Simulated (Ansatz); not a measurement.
**Ru (hcp): which axis gives way under pressure?**

Cell and atoms of hcp Ru are relaxed at set pressures, to see how each axis shrinks. The phase is followed to these pressures whether or not it stays the stable one.

Calculated with Ansatz 0.2.0, PBEsol, PAW files of the set soft_1, cutoff 600 eV, Fermi–Dirac smearing 0.05 eV, k-mesh 18×18×10, no spin polarisation, no spin-orbit coupling.

Reference cell, relaxed at zero pressure with PBEsol (P6_3/mmc): a = 2.6897 Å, b = 2.6897 Å, c = 4.2519 Å, α = 90.00°, β = 90.00°, γ = 120.00°.

```
atom       x       y       z
  Ru  0.3333  0.6667  0.7500
  Ru  0.6667  0.3333  0.2500
```

| P (GPa) | a (Å) | c (Å) | c/a |
| --- | --- | --- | --- |
| −4.00 | 2.7008 | 4.2672 | 1.5800 |
| 0.00 | 2.6897 | 4.2519 | 1.5808 |
| 5.00 | 2.6766 | 4.2340 | 1.5818 |
| 10.00 | 2.6645 | 4.2171 | 1.5827 |
| 20.00 | 2.6424 | 4.1863 | 1.5843 |
| 29.99 | 2.6227 | 4.1583 | 1.5855 |

**Question.** Give the linear compressibility of each axis at zero pressure, and the edges at 15.00 GPa, a row left out above.

Least squares with l = l0 + l1 P + l2 P² gives for a: l0 = 2.6898 Å, l1 = −2.670e−3 Å/GPa, l2 = 1.46e−5 Å/GPa², so β = −l1/l0 = 0.993 × 10⁻³ GPa⁻¹ and the withheld edge is 2.6530 Å. The run itself gives 2.6531 Å, so the estimate misses by 0.0001 Å, a rounding's worth.

Least squares with l = l0 + l1 P + l2 P² gives for c: l0 = 4.2520 Å, l1 = −3.667e−3 Å/GPa, l2 = 1.82e−5 Å/GPa², so β = −l1/l0 = 0.862 × 10⁻³ GPa⁻¹ and the withheld edge is 4.2011 Å. The run itself gives 4.2012 Å, so the estimate misses by 0.0001 Å, a rounding's worth.

The compressibilities add to the volume compressibility, 2β_a + β_c = 2.848 × 10⁻³ GPa⁻¹, or B0 ≈ 351 GPa; a parabola over so wide a range errs a few per cent to the stiff side. The a axis is the softest, 1.2 times as compressible as c.

[Logs are printed without paths, hosts, clocks, repeated set-up lines and the standing remarks that a program may print on its own settings, such as how far it seeks lower states.]
